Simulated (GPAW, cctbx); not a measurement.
# Reading charge transfer from structure factors

Sr3Al, Fm-3m (no. 225), a = 8.5535 Å, b = 8.5535 Å, c = 8.5535 Å, α = 90.00°, β = 90.00°, γ = 90.00°.

```csv
atom,mult.,x,y,z
Sr1,8,1/4,1/4,3/4
Sr2,4,1/2,0,0
Al1,4,0,0,0
```

The cell comes from substitution in a known structure type and wasn't matched to any measured phase.

Absolute values of the static structure factors of the conventional cell from DFT (PBE, GPAW) against free spherical atoms, in electrons:

| hkl | d (Å) | free atoms | crystal |
| --- | --- | --- | --- |
| 111 | 4.938 | 92.97 | 92.32 |
| 020 | 4.277 | 91.52 | 91.18 |
| 022 | 3.024 | 417.12 | 416.70 |
| 131 | 2.579 | 83.94 | 84.71 |
| 222 | 2.469 | 83.00 | 84.10 |
| 040 | 2.138 | 377.16 | 377.41 |
| 133 | 1.962 | 77.09 | 77.27 |
| 042 | 1.913 | 76.34 | 76.49 |
| 242 | 1.746 | 348.88 | 348.85 |
| 333 | 1.646 | 71.71 | 71.45 |

**Question.** Which way does charge move, and which reflections show it best?

Project each element's phase sum on the total phase. At low angle |F| should rise if density moves to atoms that scatter in phase and fall if it moves to atoms that scatter against it.

| hkl | Sr in phase | Al in phase | change (e) | (%) |
| --- | --- | --- | --- | --- |
| 111 | +4.0 | -4.0 | -0.66 | -0.7 |
| 020 | +4.0 | -4.0 | -0.34 | -0.4 |
| 022 | +12.0 | +4.0 | -0.42 | -0.1 |
| 131 | +4.0 | -4.0 | +0.77 | +0.9 |
| 222 | +4.0 | -4.0 | +1.10 | +1.3 |
| 040 | +12.0 | +4.0 | +0.25 | +0.1 |
| 133 | +4.0 | -4.0 | +0.17 | +0.2 |
| 042 | +4.0 | -4.0 | +0.15 | +0.2 |

Low-angle reflections that set elements apart and change by more than 0.05 e: 111, 020, 131, 222, 133 and 042. The real-space density gives Voronoi charges Sr +0.11, Al -0.34 e. The signs that these charges predict hold for 111 and 020 and fail for 131, 222, 133 and 042, so the simple rule can't give the direction here. The reflections see the density near the nuclei and the atoms' change of size and shape; Voronoi cells count what crosses the midplanes.

[Outputs are excerpts: Python notices, other lines and further rows are left out; steps that failed or that the build refused (PBEsol, TPSS) are not shown.]

[Logs are printed without paths, hosts, clocks, repeated set-up lines and the standing remarks that a program may print on its own settings, such as how far it seeks lower states.]
